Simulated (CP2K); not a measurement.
Two runs for the F K edge of 3-fluorocarbonylpyrrole. Run A: CP2K XAS_TDP, all-electron GAPW, PBEh(45%), aug-cc-pVDZ, TDA, no relativity. Run B differs in one setting.

First lines with a strength over 0.0015. A:

```
            atom  energy (eV)  states  strength, one atom
F3 (bonded to C)       681.95       1              0.0090
                       683.88       1              0.0203
                       684.85       1              0.0055
                       684.97       1              0.0121
                       685.39       1              0.0023
```

B:

```
            atom  energy (eV)  states  strength, one atom
F3 (bonded to C)       687.90       1              0.0090
                       689.84       1              0.0201
                       690.80       1              0.0054
                       690.92       1              0.0120
                       691.35       1              0.0023
```

Which was it: the functional, GW2X switched on, the basis, scalar relativity switched on?

GW2X switched on. GW2X shifts an atom's lines together and keeps their spacings. Against PBEh(45%) in aug-cc-pVDZ, the leading line moves by +5.95 eV, to 687.90 eV.

[Banner, clock and machine lines of the logs are left out without a mark of their own.]

[Logs are printed without paths, hosts, clocks, repeated set-up lines and the standing remarks that a program may print on its own settings, such as how far it seeks lower states.]

[Hosts, paths, dates, database ids (printed as entryN), source tags and the programs' standing remarks are cut or masked in the printed files.]
